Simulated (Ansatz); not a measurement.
# Mg2ZnS3: relaxing a made-up structure

This structure for Mg2ZnS3 is made up. Its elements were placed in a known structure type with a cell scaled to their sizes. What cell does the guess relax to, and how far off was it?

Program: Ansatz 0.2.0. Level of theory: DFT, PBEsol, plane-wave PAW, files of the set soft_1, scalar-relativistic, no spin, cell and ions relaxed at zero pressure; PAW set soft_1. Results are calculated unless marked as measured.

## 1. The structure

Symmetry: P-3m1, No. 164, trigonal system. The conventional cell has a = 3.662 Å, b = 3.662 Å, c = 8.983 Å, α = 90.00°, β = 90.00°, γ = 120.00°. Nearest to Zn lie 6 S at 2.62 Å. Nearest to S lie 6 Mg at 2.60 Å. Nearest to S lie 3 Mg at 2.56 Å and 3 Zn at 2.62 Å. Nearest to Mg lie 6 S at 2.56 to 2.60 Å. Farther neighbours and most contacts between anions are not listed.

## 2. Relaxing cell and atoms

The guessed cell has no reason to be at equilibrium. It is relaxed with the atoms, within the space group of the guess.

Contents of input.yaml:

```yaml
crystal:
  lattice:
    - [3.662, 0.0, 0.0]
    - [-1.831, 3.171385029, 0.0]
    - [0.0, 0.0, 8.983]
  atoms:
    - { symbol: Zn, position: [0.0, 0.0, 0.0] }
    - { symbol: S, position: [0.0, 0.0, 0.5] }
    - { symbol: S, position: [0.666666667, 0.333333333, 0.8281] }
    - { symbol: S, position: [0.333333333, 0.666666667, 0.1719] }
    - { symbol: Mg, position: [0.666666667, 0.333333333, 0.332] }
    - { symbol: Mg, position: [0.333333333, 0.666666667, 0.668] }
kpoints:
  mp_grid: { grid: [8, 8, 3] }
scf:
  occupations: { method: fermi_dirac, width: 0.05 }
hamiltonian:
  xc: pbesol
  pseudopotentials: { kind: paw, azcp: { folder: soft_1 }, xc_functional: pbe }
relax:
  f_tol: 0.015
  max_steps: 70
  cell: {}
output:
  forces: true
  stress: true
```

Started as:

```console
$ ansatz run input.yaml --threads 4 --pin off --max-ram 10240MiB --backend cpu --events-out ev --progress --plain --runs-dir out
```

Numbers of over 12 decimals in the logs are rounded to 6 here.

Log:

```text
Engine: ansatz 0.2.0, aarch64-unknown-linux-gnu
Pseudopotentials: kind: paw
Pseudopotential: Zn, paw, valence charge 12, recommended cutoff 420 eV (normal), soft_1/Zn.paw.azcp
Pseudopotential: S, paw, valence charge 6, recommended cutoff 420 eV (normal), soft_1/S.paw.azcp
Pseudopotential: Mg, paw, valence charge 10, recommended cutoff 420 eV (normal), soft_1/Mg.paw.azcp
Functional definition: PBEsol
  exchange = pbesol_x
  correlation = pbesol_c
Crystal: 6 atoms, lattice volume = 104.325 Å³
Basis set: ecut = 420 eV, 2023 PW (Γ), exchange–correlation on 50×50×128 points (8 copies of the dense FFT grid, shifted against one another)
Bands: 31, of which v1, the nominal top of the filled ones, is band 25 counted from 1 (24 counted from 0)
Symmetry: 12 space group operations
Space group: P-3m1 (ITA 164), of the structure as read, at distance tolerance 4.7e-5 Å
k-points: 25 of 192
Non-local potential: Zn, projectors of the file, l = 0: 2, l = 1: 2, l = 2: 3, l = 3: 1
Non-local potential: S, projectors of the file, l = 0: 2, l = 1: 2, l = 2: 1
Non-local potential: Mg, projectors of the file, l = 0: 3, l = 1: 2, l = 2: 1
PAW form: soft (Blöchl's): semilocal exchange-correlation on the pseudo side does not see the compensation charge
PAW frozen core: Zn, regenerated for the run's functional, and the local potential with it (the file was generated under x = pbe(κ = 0.804, μ = 0.219515), c = pbe(β = 0.066725))
PAW frozen core: S, regenerated for the run's functional, and the local potential with it (the file was generated under x = pbe(κ = 0.804, μ = 0.219515), c = pbe(β = 0.066725))
PAW frozen core: Mg, regenerated for the run's functional, and the local potential with it (the file was generated under x = pbe(κ = 0.804, μ = 0.219515), c = pbe(β = 0.066725))
PAW one-centre angular grid: Zn, 590 points (default); XC on 64 Gauss nodes
PAW one-centre angular grid: S, 110 points (default); XC on 64 Gauss nodes
PAW one-centre angular grid: Mg, 110 points (default); XC on 64 Gauss nodes
Initial density: superposition of atomic densities (chi_scale 0.1, normalization cell, long waves kept (reshape's long-wave potential 0.13 eV rms))
Initial wavefunctions: pseudopotential atomic-orbital guess
Functional: x = pbesol(κ = 0.804, μ = 0.123457), c = pbesol(β = 0.046)
SCF iter   1: F=—  HF=-9766.895210 eV  |F-HF|=—  |Δ(HF+E_count)|=         —  Δρ=3.80e-2  dr2=1.95e0  ethr=3.10e-3  ⟨swp⟩=7.4  Hψ=3989  notcnv=0
preconditioner: auto → Resta (q_TF=auto, 2.414 Å⁻¹)  ε∞=5.3  [insulator: Δε(μ)=1.593 eV  Ē_g=10.199 eV  σ=0.050 eV  W_gap=1.00  n_scr=24 (ndim 8)  ℏωp=21.2 eV  f_vac=0.000  D(μ)=0.00/eV (n_scr^D=0)  ε∞_Penn≈5.3]
SCF iter   2: F=—  HF=-9766.551640 eV  |F-HF|=—  |Δ(HF+E_count)|=   3.44e-1  Δρ=1.70e-2  dr2=3.75e-1  ethr=3.10e-3  ⟨swp⟩=3.9  Hψ=1625  notcnv=0  defer=38
SCF iter   3: F=—  HF=-9766.529447 eV  |F-HF|=—  |Δ(HF+E_count)|=   2.22e-2  Δρ=8.24e-3  dr2=3.53e-2  ethr=7.49e-4  ⟨swp⟩=3.4  Hψ=1301  notcnv=0  defer=38
SCF iter   4: F=—  HF=-9766.520481 eV  |F-HF|=—  |Δ(HF+E_count)|=   8.97e-3  Δρ=2.66e-3  dr2=6.36e-3  ethr=7.06e-5  ⟨swp⟩=2.1  Hψ=1440  notcnv=0  defer=37
SCF iter   5: F=—  HF=-9766.520526 eV  |F-HF|=—  |Δ(HF+E_count)|=   4.51e-5  Δρ=6.50e-4  dr2=4.23e-4  ethr=1.27e-5  ⟨swp⟩=2.3  Hψ=1142  notcnv=0  defer=37
SCF iter   6: F=—  HF=-9766.520587 eV  |F-HF|=—  |Δ(HF+E_count)|=   6.09e-5  Δρ=1.13e-4  dr2=2.22e-5  ethr=8.47e-7  ⟨swp⟩=2.5  Hψ=1300  notcnv=0  defer=37
SCF iter   7: F=—  HF=-9766.520584 eV  |F-HF|=—  |Δ(HF+E_count)|=   2.83e-6  Δρ=3.46e-5  dr2=1.90e-6  ethr=4.45e-8  ⟨swp⟩=3.0  Hψ=1498  notcnv=0  defer=37
SCF iter   8: F=—  HF=-9766.520584 eV  |F-HF|=—  |Δ(HF+E_count)|=   3.12e-7  Δρ=1.46e-5  dr2=1.96e-7  ethr=3.80e-9  ⟨swp⟩=2.0  Hψ=1090  notcnv=0  defer=37
SCF iter   9: F=-9766.520584 eV  HF=-9766.520584 eV  |F-HF|=2.16e-8  |Δ(HF+E_count)|=   1.45e-8  Δρ=4.27e-6  dr2=2.40e-8  ethr=2.00e-10  ⟨swp⟩=5.0  Hψ=2865  notcnv=0
SCF 1 converged in 9 iterations: F = -9766.520584 eV  dr2 = 2.40e-8
  greatest PAW one-centre occupation: 1.000 electrons in one spin orbital (limit 2), on the Mg atom at site 5 (counted from 0), in its partial waves of l = 0
relax step   1: F+E_penalty+E_count = -9766.52058387 eV  Δ(F+E_penalty+E_count) = +0.000e0 eV  max|allowed force component| = 9.927e-1 eV/Å  Δτ_max = 0.0000 Å  P = -2.248 GPa  Ω = 104.325 Å³  (9 SCF iters, dr2 threshold 1.00e-7 eV, accepted)
Crystal: 6 atoms, lattice volume = 101.266 Å³
Basis set: ecut = 420 eV, 1949 PW (Γ), exchange–correlation on 50×50×128 points (8 copies of the dense FFT grid, shifted against one another)
Initial density: handed on by an earlier stage of this run
Initial wavefunctions: those handed on with the density
iter 1 solved again at ethr=2.11e-5 eV; its pass at ethr=3.10e-3 eV (dr2=1.06e-2 eV) is discarded
SCF iter   1: F=—  HF=-9766.653149 eV  |F-HF|=—  |Δ(HF+E_count)|=         —  Δρ=4.13e-3  dr2=1.06e-2  ethr=2.11e-5  ⟨swp⟩=1.9  Hψ=4673  notcnv=0
preconditioner: auto → Resta (q_TF=auto, 2.426 Å⁻¹)  ε∞=5.3  [insulator: Δε(μ)=1.591 eV  Ē_g=10.422 eV  σ=0.050 eV  W_gap=1.00  n_scr=24 (ndim 8)  ℏωp=21.5 eV  f_vac=0.000  D(μ)=0.00/eV (n_scr^D=0)  ε∞_Penn≈5.3]
SCF iter   2: F=—  HF=-9766.652686 eV  |F-HF|=—  |Δ(HF+E_count)|=   4.63e-4  Δρ=2.20e-3  dr2=3.52e-3  ethr=2.11e-5  ⟨swp⟩=2.0  Hψ=902  notcnv=0
SCF iter   3: F=—  HF=-9766.653127 eV  |F-HF|=—  |Δ(HF+E_count)|=   4.40e-4  Δρ=1.33e-3  dr2=9.23e-4  ethr=7.03e-6  ⟨swp⟩=2.0  Hψ=1129  notcnv=0
SCF iter   4: F=—  HF=-9766.652706 eV  |F-HF|=—  |Δ(HF+E_count)|=   4.20e-4  Δρ=2.17e-4  dr2=7.61e-5  ethr=1.85e-6  ⟨swp⟩=2.0  Hψ=1121  notcnv=0
SCF iter   5: F=—  HF=-9766.652661 eV  |F-HF|=—  |Δ(HF+E_count)|=   4.57e-5  Δρ=4.85e-5  dr2=5.42e-6  ethr=1.52e-7  ⟨swp⟩=2.1  Hψ=1090  notcnv=0
SCF iter   6: F=-9766.652660 eV  HF=-9766.652660 eV  |F-HF|=2.66e-7  |Δ(HF+E_count)|=   7.72e-7  Δρ=1.74e-5  dr2=3.60e-7  ethr=1.20e-9  ⟨swp⟩=4.2  Hψ=3584  notcnv=0
SCF 2 converged in 6 iterations: F = -9766.652660 eV  dr2 = 3.60e-7
relax step   2: F+E_penalty+E_count = -9766.65265971 eV  Δ(F+E_penalty+E_count) = -1.321e-1 eV  max|allowed force component| = 2.229e-1 eV/Å  Δτ_max = 0.1296 Å  P = -0.001 GPa  Ω = 101.266 Å³  energy of the carried Pulay correction = +8.293e-4 eV  (6 SCF iters, dr2 threshold 6.00e-7 eV, accepted)
Crystal: 6 atoms, lattice volume = 101.161 Å³
Basis set: ecut = 420 eV, 1961 PW (Γ), exchange–correlation on 50×50×128 points (8 copies of the dense FFT grid, shifted against one another)
iter 1 solved again at ethr=7.07e-6 eV; its pass at ethr=3.10e-3 eV (dr2=3.53e-3 eV) is discarded
SCF iter   1: F=—  HF=-9766.660610 eV  |F-HF|=—  |Δ(HF+E_count)|=         —  Δρ=2.29e-3  dr2=3.57e-3  ethr=7.07e-6  ⟨swp⟩=2.5  Hψ=4525  notcnv=0
preconditioner: auto → Resta (q_TF=auto, 2.426 Å⁻¹)  ε∞=5.3  [insulator: Δε(μ)=1.541 eV  Ē_g=10.420 eV  σ=0.050 eV  W_gap=1.00  n_scr=24 (ndim 8)  ℏωp=21.5 eV  f_vac=0.000  D(μ)=0.00/eV (n_scr^D=0)  ε∞_Penn≈5.3]
SCF iter   2: F=—  HF=-9766.660407 eV  |F-HF|=—  |Δ(HF+E_count)|=   2.04e-4  Δρ=1.29e-3  dr2=1.22e-3  ethr=7.07e-6  ⟨swp⟩=1.0  Hψ=775  notcnv=0
SCF iter   3: F=—  HF=-9766.660412 eV  |F-HF|=—  |Δ(HF+E_count)|=   5.42e-6  Δρ=4.37e-4  dr2=1.31e-4  ethr=2.44e-6  ⟨swp⟩=2.1  Hψ=1161  notcnv=0
SCF iter   4: F=—  HF=-9766.660351 eV  |F-HF|=—  |Δ(HF+E_count)|=   6.06e-5  Δρ=1.75e-4  dr2=3.48e-5  ethr=2.62e-7  ⟨swp⟩=2.0  Hψ=1125  notcnv=0
SCF iter   5: F=—  HF=-9766.660342 eV  |F-HF|=—  |Δ(HF+E_count)|=   9.05e-6  Δρ=3.26e-5  dr2=2.86e-6  ethr=6.97e-8  ⟨swp⟩=2.0  Hψ=1123  notcnv=0
SCF iter   6: F=-9766.660342 eV  HF=-9766.660342 eV  |F-HF|=1.04e-7  |Δ(HF+E_count)|=   7.07e-7  Δρ=8.34e-6  dr2=1.62e-7  ethr=1.20e-9  ⟨swp⟩=5.3  Hψ=2970  notcnv=0
SCF 3 converged in 6 iterations: F = -9766.660342 eV  dr2 = 1.62e-7
relax step   3: F+E_penalty+E_count = -9766.66034163 eV  Δ(F+E_penalty+E_count) = -7.682e-3 eV  max|allowed force component| = 8.644e-2 eV/Å  Δτ_max = 0.0342 Å  P = +0.037 GPa  Ω = 101.161 Å³  energy of the carried Pulay correction = +8.583e-4 eV  (6 SCF iters, dr2 threshold 6.00e-7 eV, accepted)
Crystal: 6 atoms, lattice volume = 101.239 Å³
iter 1 solved again at ethr=4.43e-7 eV; its pass at ethr=3.10e-3 eV (dr2=2.21e-4 eV) is discarded
SCF iter   1: F=—  HF=-9766.661423 eV  |F-HF|=—  |Δ(HF+E_count)|=         —  Δρ=5.53e-4  dr2=2.46e-4  ethr=4.43e-7  ⟨swp⟩=3.0  Hψ=4281  notcnv=0
preconditioner: auto → Resta (q_TF=auto, 2.426 Å⁻¹)  ε∞=5.3  [insulator: Δε(μ)=1.554 eV  Ē_g=10.409 eV  σ=0.050 eV  W_gap=1.00  n_scr=24 (ndim 8)  ℏωp=21.5 eV  f_vac=0.000  D(μ)=0.00/eV (n_scr^D=0)  ε∞_Penn≈5.3]
SCF iter   2: F=—  HF=-9766.661387 eV  |F-HF|=—  |Δ(HF+E_count)|=   3.60e-5  Δρ=3.16e-4  dr2=8.31e-5  ethr=4.43e-7  ⟨swp⟩=1.1  Hψ=777  notcnv=0
SCF iter   3: F=—  HF=-9766.661382 eV  |F-HF|=—  |Δ(HF+E_count)|=   4.78e-6  Δρ=7.43e-5  dr2=4.64e-6  ethr=1.66e-7  ⟨swp⟩=3.0  Hψ=1389  notcnv=0
SCF iter   4: F=—  HF=-9766.661381 eV  |F-HF|=—  |Δ(HF+E_count)|=   1.18e-6  Δρ=4.98e-5  dr2=2.09e-6  ethr=9.28e-9  ⟨swp⟩=2.0  Hψ=1125  notcnv=0
SCF iter   5: F=-9766.661380 eV  HF=-9766.661380 eV  |F-HF|=2.85e-7  |Δ(HF+E_count)|=   6.19e-7  Δρ=1.64e-5  dr2=3.38e-7  ethr=9.34e-10  ⟨swp⟩=3.9  Hψ=3162  notcnv=0
SCF 4 converged in 5 iterations: F = -9766.661380 eV  dr2 = 3.38e-7
relax step   4: F+E_penalty+E_count = -9766.66138016 eV  Δ(F+E_penalty+E_count) = -1.039e-3 eV  max|allowed force component| = 3.867e-3 eV/Å  Δτ_max = 0.0081 Å  P = -0.029 GPa  Ω = 101.239 Å³  energy of the carried Pulay correction = +8.369e-4 eV  (5 SCF iters, dr2 threshold 4.67e-7 eV, accepted)
Basis set: ecut = 420 eV, 1949 PW (Γ), exchange–correlation on 50×50×120 points (8 copies of the dense FFT grid, shifted against one another)
Initial wavefunctions: pseudopotential atomic-orbital guess (no wavefunctions were taken with the density)
iter 1 solved again at ethr=8.62e-7 eV; its pass at ethr=3.10e-3 eV (dr2=4.31e-4 eV) is discarded
SCF iter   1: F=—  HF=-9766.660571 eV  |F-HF|=—  |Δ(HF+E_count)|=         —  Δρ=4.76e-5  dr2=8.87e-7  ethr=8.62e-7  ⟨swp⟩=3.0  Hψ=5886  notcnv=0
eigensolver tolerance schedule: the retry pair's looser diagonalisation over-reported the residual by 485.26 of it (diagonalisation noise at 0.16 of the residual, at the tolerance the schedule requests for it); recorded, not acted on — ethr = c·dr2/N_el stays at c = 1.0e-1
preconditioner: auto → Resta (q_TF=auto, 2.426 Å⁻¹)  ε∞=5.3  [insulator: Δε(μ)=1.555 eV  Ē_g=10.412 eV  σ=0.050 eV  W_gap=1.00  n_scr=24 (ndim 8)  ℏωp=21.5 eV  f_vac=0.000  D(μ)=0.00/eV (n_scr^D=0)  ε∞_Penn≈5.3]
SCF iter   2: F=—  HF=-9766.660565 eV  |F-HF|=—  |Δ(HF+E_count)|=   5.38e-6  Δρ=8.65e-5  dr2=3.57e-6  ethr=1.77e-9  ⟨swp⟩=3.1  Hψ=1623  notcnv=0
SCF iter   3: F=—  HF=-9766.660565 eV  |F-HF|=—  |Δ(HF+E_count)|=   2.52e-7  Δρ=1.33e-5  dr2=1.25e-7  ethr=1.77e-9  ⟨swp⟩=2.0  Hψ=1125  notcnv=0
SCF iter   4: F=—  HF=-9766.660565 eV  |F-HF|=—  |Δ(HF+E_count)|=   2.42e-7  Δρ=4.64e-6  dr2=1.29e-8  ethr=2.51e-10  ⟨swp⟩=2.0  Hψ=1125  notcnv=0
SCF iter   5: F=—  HF=-9766.660565 eV  |F-HF|=—  |Δ(HF+E_count)|=   1.68e-8  Δρ=1.15e-6  dr2=2.68e-9  ethr=2.58e-11  ⟨swp⟩=2.0  Hψ=1142  notcnv=0
SCF iter   6: F=—  HF=-9766.660565 eV  |F-HF|=—  |Δ(HF+E_count)|=  6.17e-10  Δρ=5.75e-7  dr2=3.37e-10  ethr=5.35e-12  ⟨swp⟩=2.0  Hψ=1100  notcnv=0
SCF iter   7: F=-9766.660565 eV  HF=-9766.660565 eV  |F-HF|=5.46e-12  |Δ(HF+E_count)|=  1.46e-11  Δρ=8.38e-8  dr2=1.06e-11  ethr=1.00e-12  ⟨swp⟩=3.9  Hψ=3452  notcnv=0
SCF 5 converged in 7 iterations: F = -9766.660565 eV  dr2 = 1.06e-11
relax step   5: F+E_penalty+E_count = -9766.66056497 eV  Δ(F+E_penalty+E_count) = +8.152e-4 eV  max|allowed force component| = 3.882e-3 eV/Å  Δτ_max = 0.0000 Å  P = -0.029 GPa  Ω = 101.239 Å³  stress off target by 4.61e-2 GPa  SCF on the basis re-selected at this cell (its energy is not comparable with the rows above)  (7 SCF iters)
basis re-selected at this cell: Δ(F+E_penalty+E_count) = +8.152e-4 eV, ΔP = -0.001 GPa vs the last step (what re-selecting the basis moved, of the pressure what is left beyond the Pulay correction that the steps carried, after the strain that the cell walked since its last selection, with what the two solves' SCF thresholds leave and, on support functions, any second-order correction that the steps lacked; it is no measure of the basis error at this ecutwfc). The dense FFT grid was sized anew with the basis: this SCF ran on 25×25×60 points, the steps before it on 25×25×64, so part of this shift can come from that change (see relax.cell in the input reference). [rest of the remark cut]
SCF converged after 7 iterations
Free energy (F): -9766.660565 eV
Harris-Foulkes:  -9766.660565 eV  (|F-HF|=5.46e-12)
Internal energy: -9766.660565 eV  (E = F + TS)
E sigma→0 (E₀):  -9766.660565 eV
Entropy (-TS):   -0.000000 eV (-0.000 meV/atom)
Fermi energy:    7.972321 eV
--- Per-component energies (eV) ---
  E_band       = -609.719854
  E_kinetic    = 609.721504
  E_local      = -5591.378203  (includes V_loc(G=0)·N_el)
  E_nonlocal   = 1318.131143
  E_hartree    = 1981.109829
  E_xc         = -397.717410
  E_vxc        = -371.749528  (∫ρ·V_xc dr)
  E_paw        = -4218.491521  (= ΣΔE_a)
  E_vpaw       = -536.663919  (= ΣTr[D̂ρ^β])
  E_aug_tail   = -0.000548  (compensation charges beyond the density's cutoff)
  E_ewald      = -3469.136288
  E_core_change = 1.100929  (= ΣΔE_core)
  E_smearing   = -0.000000  (= −TS)
  E_closure    = -0.000000  (closes the sum)
  Σ components = -9766.660565   (vs F -9766.660565, Δ=0.00e0)
--- Forces (eV/Å), atoms counted from 1 ---
  atom   1  Zn    -0.00000000     0.00000000     0.00000000
  atom   2  S      0.00000000     0.00000000     0.00000000
  atom   3  S     -0.00000000    -0.00000000     0.00388168
  atom   4  S     -0.00000000     0.00000000    -0.00388168
  atom   5  Mg     0.00000000     0.00000000    -0.00021738
  atom   6  Mg     0.00000000    -0.00000000     0.00021738
  max |Σ_I F_I| component: 3.69e-17 eV/Å
--- Stress (GPa, compression-positive) ---
       -0.046137      -0.000000       0.000000
        0.000000      -0.046137       0.000000
        0.000000       0.000000       0.004524
  P = ⅓ Tr σ = -0.0293 GPa (-0.293 kbar)
--- Relaxed structure (4 steps of the walk, 4 accepted, 1 SCFs on fresh bases) ---
  F+E_penalty+E_count = -9766.66056497 eV   max|allowed force component| = 3.882e-3 eV/Å   (the final SCF, on the basis selected at the relaxed cell)
  cell:  # Å, volume = 101.2387 Å³
    - [3.629925, 0, 0]
    - [-1.814963, 3.143607, 0]
    - [0, 0, 8.871982]
  atoms:
    - { symbol: Zn, position: [0, 0, 0] }
    - { symbol: S, position: [0, 0, 0.5] }
    - { symbol: S, position: [0.666667, 0.333333, 0.840883] }
    - { symbol: S, position: [0.333333, 0.666667, 0.159117] }
    - { symbol: Mg, position: [0.666667, 0.333333, 0.330801] }
    - { symbol: Mg, position: [0.333333, 0.666667, 0.669199] }
```

It took 5.6 s on 4 threads of Arm Neoverse V2, shared host; peak memory 0.5 GiB; 20 s of CPU time.

Relaxation path:

| step | energy less that of the first step (eV) | largest force component (eV/Å) | pressure (GPa) | volume (Å³) |
| --- | --- | --- | --- | --- |
| 1 | 0.0000 | 0.9927 | -2.25 | 104.33 |
| 2 | -0.1321 | 0.2229 | 0.00 | 101.27 |
| 3 | -0.1398 | 0.0864 | 0.04 | 101.16 |
| 4 | -0.1408 | 0.0039 | -0.03 | 101.24 |
| 5* | -0.1400 | 0.0039 | -0.03 | 101.24 |

Relaxation steps marked * repeat the geometry before them on a plane-wave basis chosen anew for their cell, so energy and pressure can jump there.

The run keeps the 12 symmetry operations that it works with, so distortions that break them were not tested.

| conventional cell, symmetrised | before | after | change |
| --- | --- | --- | --- |
| a (Å) | 3.662 | 3.630 | -0.9 % |
| b (Å) | 3.662 | 3.630 | -0.9 % |
| c (Å) | 8.983 | 8.872 | -1.2 % |
| volume (Å³/atom) | 17.39 | 16.87 | -3.0 % |

The atoms that moved most (Å, as changes of fractional coordinates times the final cell):

| atom | dx | dy | dz | length |
| --- | --- | --- | --- | --- |
| S4 | 0.000 | 0.000 | -0.113 | 0.113 |
| S3 | 0.000 | 0.000 | 0.113 | 0.113 |
| Mg5 | 0.000 | 0.000 | -0.011 | 0.011 |
| Mg6 | 0.000 | 0.000 | 0.011 | 0.011 |

Final coordinates:

```xyz
6
Lattice="3.6299 0.0000 0.0000 -1.8150 3.1436 0.0000 0.0000 0.0000 8.8720" Properties=species:S:1:pos:R:3 pbc="T T T"
Zn    0.0000    0.0000    0.0000
S     0.0000    0.0000    4.4360
S     1.8150    1.0479    7.4603
S     0.0000    2.0957    1.4117
Mg    1.8150    1.0479    2.9349
Mg    0.0000    2.0957    5.9371
```

This step gave:

* free energy: -9766.6606 eV
* Fermi energy: 7.972 eV
* gap by band count: 1.555 eV
* electrons: 50
* symmetry operations: 12
* pressure: -0.02925 GPa

Shortest distances by pair of elements, guess and relaxed (not always the same contact):

| pair | guess (Å) | relaxed (Å) |
| --- | --- | --- |
| S–Zn | 2.618 | 2.527 |
| Mg–S | 2.557 | 2.578 |
| S–S | 3.627 | 3.516 |
| Mg–Zn | 3.656 | 3.606 |
| Zn–Zn | 3.662 | 3.630 |

The relaxation ends with a largest force component of 0.0039 eV/Å and a pressure of -0.03 GPa.

## 3. Results

```
space group, relaxed : P-3m1
conventional cell    : a = 3.630, b = 3.630, c = 8.872 Å; α = 90.0°, β = 90.0°, γ = 120.0°
volume per atom      : 16.87 Å³ (guess 17.39)
```

**Reading.** Mg2ZnS3 relaxes to P-3m1 with a = 3.630, b = 3.630 and c = 8.872 Å. The guessed volume was 3 % too large. The space group P-3m1 was held in the relaxation, so the end point is a stationary structure within it and may be a saddle against distortions or other arrangements. Mesh and cutoff weren't tested. No dispersion term is used, so weakly bound directions may come out too long. Nothing here tests whether the compound is stable against decomposition.

[Logs are printed without paths, hosts, clocks, repeated set-up lines and the standing remarks that a program may print on its own settings, such as how far it seeks lower states.]

[Hosts, paths, dates, database ids (printed as entryN), source tags and the programs' standing remarks are cut or masked in the printed files.]
